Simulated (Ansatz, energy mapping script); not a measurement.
# Spin model of GdN in the rock-salt structure from collinear orders, part 2 of 2

Aim: the exchange couplings of GdN in the rock-salt structure from the energies of a few collinear orders, and the ordering temperature that they give.

PBE with U = 6 eV on Gd f, ortho-atomic projectors; plane waves, U on orthogonalised atomic orbitals unless named otherwise, collinear spin, no spin–orbit coupling.

So far. Step 9 (Uncompensated ++− start in cell C (6 atoms)): The run ends ferrimagnetic, 9.70 meV a magnetic atom above the parallel order of its cell. Step 10 (Order 7: parallel, cell D of 6 atoms): The run ends ferromagnetic. For each magnetic atom its energy differs from the parallel run of the first cell by -0.20 meV, an error that one common reference would have brought in.

## 11. Uncompensated ++− start in cell D (6 atoms)

This order reverses 5.33 of the 12 neighbours at 3.54 Å, 1.33 of the 6 neighbours at 5.00 Å and 16 of the 24 neighbours at 6.13 Å, counted for an average magnetic atom.

Contents of input.yaml:

```yaml
crystal:
  lattice:
    - [0.0, 2.502081428, 2.502081428]
    - [0.0, 2.502081428, -2.502081428]
    - [-7.506244284, -2.502081428, 0.0]
  atoms:
    - { symbol: Gd, position: [0.0, 0.0, 0.0], spin: 7.0 }
    - { symbol: Gd, position: [0.333333333, 0.333333333, 0.666666667], spin: 7.0 }
    - { symbol: Gd, position: [0.666666667, 0.666666667, 0.333333333], spin: -7.0 }
    - { symbol: "N", position: [0.833333333, 0.833333333, 0.666666667] }
    - { symbol: "N", position: [0.166666667, 0.166666667, 0.333333333] }
    - { symbol: "N", position: [0.5, 0.5, 0.0] }
magnetization:
  spin_polarized: true
kpoints:
  mp_grid: { grid: [11, 11, 11] }
hamiltonian:
  xc: pbe
  hubbard:
    sites:
      - { species: Gd, l: f, u_eff: 6.0 }
      - { site: 0, l: f, u_eff: 6.0, starting_ns: [{ spin: up, occupation_matrix: gd1_major }, { spin: down, occupation_matrix: gd1_minor }] }
      - { site: 1, l: f, u_eff: 6.0, starting_ns: [{ spin: up, occupation_matrix: gd1_major }, { spin: down, occupation_matrix: gd1_minor }] }
      - { site: 2, l: f, u_eff: 6.0, starting_ns: [{ spin: up, occupation_matrix: gd1_minor }, { spin: down, occupation_matrix: gd1_major }] }
    projectors: ortho-atomic
    occupation_matrices:
      gd1_major:
        matrix:
          - [0.998, 0.0, 0.0, 0.0, 0.0, 0.0, 0.0]
          - [0.0, 0.999, 0.0, 0.0, 0.0, 0.0, 0.0]
          - [0.0, 0.0, 0.999, 0.0, 0.0, 0.0, 0.0]
          - [0.0, 0.0, 0.0, 0.999, 0.0, 0.0, 0.0]
          - [0.0, 0.0, 0.0, 0.0, 0.999, 0.0, 0.0]
          - [0.0, 0.0, 0.0, 0.0, 0.0, 0.998, 0.0]
          - [0.0, 0.0, 0.0, 0.0, 0.0, 0.0, 0.998]
      gd1_minor:
        matrix:
          - [0.011, 0.0, 0.0, 0.0, 0.0, 0.0, 0.0]
          - [0.0, 0.007, 0.0, 0.0, 0.0, -0.004, 0.0]
          - [0.0, 0.0, 0.007, 0.0, 0.0, 0.0, 0.004]
          - [0.0, 0.0, 0.0, 0.004, 0.0, 0.0, 0.0]
          - [0.0, 0.0, 0.0, 0.0, 0.001, 0.0, 0.0]
          - [0.0, -0.004, 0.0, 0.0, 0.0, 0.009, 0.0]
          - [0.0, 0.0, 0.004, 0.0, 0.0, 0.0, 0.009]
scf:
  occupations: { method: fermi_dirac, width: 0.05 }
output:
  eigenvalues: true
```

Command:

```console
$ ansatz run input.yaml --threads 4 --pin off --max-ram 8192MiB --backend cpu --events-out ev --progress --plain --runs-dir out
```

Run time: 47 s. Hardware: 4 threads of Arm Neoverse V2, shared host; peak memory 1.9 GiB.

The run ends ferrimagnetic, 7.90 meV a magnetic atom above the parallel order of its cell.

## 12. Run 9 (parallel; cell E, 6 atoms)

This run holds the same structure in another cell (c 7.912 → 8.667 Å, α 102.9 → 90.0°, β 102.9 → 90.0°, γ 90.0 → 120.0°).

input.yaml, as its differences from that of step 11:

```diff
@@ -3,11 +3,11 @@
     - [0.0, 2.502081428, 2.502081428]
-    - [0.0, 2.502081428, -2.502081428]
-    - [-7.506244284, -2.502081428, 0.0]
+    - [-2.502081428, 0.0, -2.502081428]
+    - [-5.004162856, -5.004162856, 5.004162856]
   atoms:
     - { symbol: Gd, position: [0.0, 0.0, 0.0], spin: 7.0 }
-    - { symbol: Gd, position: [0.333333333, 0.333333333, 0.666666667], spin: 7.0 }
-    - { symbol: Gd, position: [0.666666667, 0.666666667, 0.333333333], spin: -7.0 }
-    - { symbol: "N", position: [0.833333333, 0.833333333, 0.666666667] }
-    - { symbol: "N", position: [0.166666667, 0.166666667, 0.333333333] }
-    - { symbol: "N", position: [0.5, 0.5, 0.0] }
+    - { symbol: Gd, position: [0.333333333, 0.666666667, 0.666666667], spin: 7.0 }
+    - { symbol: Gd, position: [0.666666667, 0.333333333, 0.333333333], spin: 7.0 }
+    - { symbol: "N", position: [0.666666667, 0.333333333, 0.833333333] }
+    - { symbol: "N", position: [0.0, 0.0, 0.5] }
+    - { symbol: "N", position: [0.333333333, 0.666666667, 0.166666667] }
 magnetization:
@@ -15,3 +15,3 @@
 kpoints:
-  mp_grid: { grid: [11, 11, 11] }
+  mp_grid: { grid: [12, 12, 4] }
 hamiltonian:
@@ -23,3 +23,3 @@
       - { site: 1, l: f, u_eff: 6.0, starting_ns: [{ spin: up, occupation_matrix: gd1_major }, { spin: down, occupation_matrix: gd1_minor }] }
-      - { site: 2, l: f, u_eff: 6.0, starting_ns: [{ spin: up, occupation_matrix: gd1_minor }, { spin: down, occupation_matrix: gd1_major }] }
+      - { site: 2, l: f, u_eff: 6.0, starting_ns: [{ spin: up, occupation_matrix: gd1_major }, { spin: down, occupation_matrix: gd1_minor }] }
     projectors: ortho-atomic
```

It took 30 s on 4 threads; peak memory 1.5 GiB; 1.9 min of CPU time.

The run ends ferromagnetic. For each magnetic atom its energy differs from the parallel run of the first cell by 0.09 meV, an error that one common reference would have brought in.

## 13. Uncompensated ++− start in cell E (6 atoms)

This order reverses 4 of the 12 neighbours at 3.54 Å, 4 of the 6 neighbours at 5.00 Å and 12 of the 24 neighbours at 6.13 Å, counted for an average magnetic atom.

input.yaml, as its differences from that of step 12:

```diff
@@ -8,3 +8,3 @@
     - { symbol: Gd, position: [0.333333333, 0.666666667, 0.666666667], spin: 7.0 }
-    - { symbol: Gd, position: [0.666666667, 0.333333333, 0.333333333], spin: 7.0 }
+    - { symbol: Gd, position: [0.666666667, 0.333333333, 0.333333333], spin: -7.0 }
     - { symbol: "N", position: [0.666666667, 0.333333333, 0.833333333] }
@@ -23,3 +23,3 @@
       - { site: 1, l: f, u_eff: 6.0, starting_ns: [{ spin: up, occupation_matrix: gd1_major }, { spin: down, occupation_matrix: gd1_minor }] }
-      - { site: 2, l: f, u_eff: 6.0, starting_ns: [{ spin: up, occupation_matrix: gd1_major }, { spin: down, occupation_matrix: gd1_minor }] }
+      - { site: 2, l: f, u_eff: 6.0, starting_ns: [{ spin: up, occupation_matrix: gd1_minor }, { spin: down, occupation_matrix: gd1_major }] }
     projectors: ortho-atomic
```

It took 35 s on 4 threads; peak memory 1.6 GiB; 2.3 min of CPU time.

The run ends ferrimagnetic, 6.89 meV a magnetic atom above the parallel order of its cell.

## 14. From energies to couplings

Each energy difference is a sum of couplings weighted by the pairs that the order reverses. A few near shells are fitted to the differences by least squares. Energies are those extrapolated to zero occupation width, not the free energies F.

The orders that converged (zero: parallel moments in the same cell):

| order | atoms | energy (meV a magnetic atom) | moments (μB) | moments kept as typed | opposed neighbours at 3.54, 5.00, 6.13 Å |
| --- | --- | --- | --- | --- | --- |
| parallel in cell A | 4 | 0.00 | 6.94 | yes | 0, 0, 0 |
| compensated +− in cell A | 4 | 9.60 | 6.93 | yes | 6, 6, 12 |
| parallel in cell B | 4 | 0.00 | 6.94 | yes | 0, 0, 0 |
| compensated +− in cell B | 4 | 11.65 | 6.92 | yes | 8, 0, 16 |
| parallel in cell C | 6 | 0.00 | 6.94 | yes | 0, 0, 0 |
| uncompensated ++− in cell C | 6 | 9.70 | 6.92 to 6.93 | yes | 6.67, 2.67, 8 |
| parallel in cell D | 6 | 0.00 | 6.94 | yes | 0, 0, 0 |
| uncompensated ++− in cell D | 6 | 7.90 | 6.92 to 6.93 | yes | 5.33, 1.33, 16 |
| parallel in cell E | 6 | 0.00 | 6.94 | yes | 0, 0, 0 |
| uncompensated ++− in cell E | 6 | 6.89 | 6.93 to 6.93 | yes | 4, 4, 12 |

The Heisenberg fit (each pair counts twice, positive J is ferromagnetic):

| pair | distance (Å) | neighbours | J (meV) |
| --- | --- | --- | --- |
| Gd–Gd | 3.54 | 12 | 0.670 |
| Gd–Gd | 5.00 | 6 | 0.0897 |
| Gd–Gd | 6.13 | 24 | 0.0256 |
| Gd–Gd | 7.08 | 12 | -0.00952 |

These orders cannot tell some unfitted shells from fitted ones: the value at 3.54 Å holds J(3.54) + 4 J(9.36); other unfitted shells add to the values wholly or in part.

Adding the shell at 7.91 Å gives 0.64, 0.072, 0.021, -0.0037 and 0.022 meV and a mean-field temperature of 70.6 K, an exact solve that tests nothing.

In mean field these couplings order at 70.3 K, at q = 0 (the pattern repeats with the chemical cell).

## 15. Finite temperature

Mean field ignores fluctuations and overstates the ordering temperature, so the model is also sampled. The heat capacity peaks where order sets in.

Classical unit spins with these couplings on 8×8×8 copies of a cell that holds the lowest order (512 spins), heat-bath sweeps, cooled from random directions, 831 sweeps to settle and 2493 measured at each temperature, averaged over 4 runs.

| T (K) | order along the lowest pattern | net moment | heat capacity (k_B a spin) |
| --- | --- | --- | --- |
| 8.43 | 0.95 | 0.95 | 1.05 |
| 14.4 | 0.91 | 0.91 | 1.12 |
| 23.4 | 0.85 | 0.85 | 1.13 |
| 29.4 | 0.80 | 0.80 | 1.33 |
| 35.4 | 0.75 | 0.75 | 1.42 |
| 44.4 | 0.65 | 0.65 | 1.65 |
| 50.4 | 0.55 | 0.55 | 1.92 |
| 56.3 | 0.39 | 0.39 | 2.28 |
| 62.3 | 0.21 | 0.21 | 1.03 |
| 71.3 | 0.12 | 0.12 | 0.35 |
| 77.3 | 0.10 | 0.10 | 0.27 |

The smoothed heat capacity peaks at 55 K.

## 16. What came out

```
lowest order tried                                              : parallel
largest fitted value (a combination of shells), Gd–Gd at 3.54 Å : 0.670 meV
ordering temperature, mean field                                : 70.3 K
heat-capacity peak, Monte Carlo                                 : 55 K
```

**Reading.** Of the orders tried, GdN in the rock-salt structure prefers parallel moments under PBE+U (6 eV), and the heat capacity of the fitted model peaks near 55 K (Monte Carlo, classical spins). The largest fitted value is 0.67 meV, at 3.54 Å. It is a combination of shells that these orders cannot split, so neither its size nor its sign can be laid on that pair alone. The orders also reverse pairs at 7.91 Å, which are not fitted, so the fitted values hold their part too. With 5 differences for 4 couplings the fit misses by 0.27 meV at most, a small part of the spread. In the fitted orders moments change by up to 0.25 % against the parallel run of the same cell, so their size stays put. Every order is gapless on its mesh at this level. In a metal exchange reaches farther, and a short model of fixed moments is less apt; where the compound is in fact an insulator, these couplings come from a wrongly metallic state. Monte Carlo puts the peak at 0.78 of the mean-field temperature, since mean field leaves out fluctuations. In tests on simple cubic and body-centred models such peaks lay 5 to 6 % under the bulk value. The parallel order holds 7 μB a magnetic atom, spin 3.5; the common factor (S+1)/S would raise the classical 55 K to 70.7 K, a correction that often overshoots. The cell was built from a prototype and relaxed; a distortion that needs a larger cell, or another structure that the compound may prefer, is not captured.

[Logs and program files are shortened in this print: banners, set-up blocks, solver, clock and traceback lines can be left out without a mark of their own.]

[Logs are printed without paths, hosts, clocks, repeated set-up lines and the standing remarks that a program may print on its own settings, such as how far it seeks lower states.]

[Hosts, paths, dates, database ids (printed as entryN), source tags and the programs' standing remarks are cut or masked in the printed files.]

[Where a cell is said to come from a database of computed structures, the database is the Materials Project.]
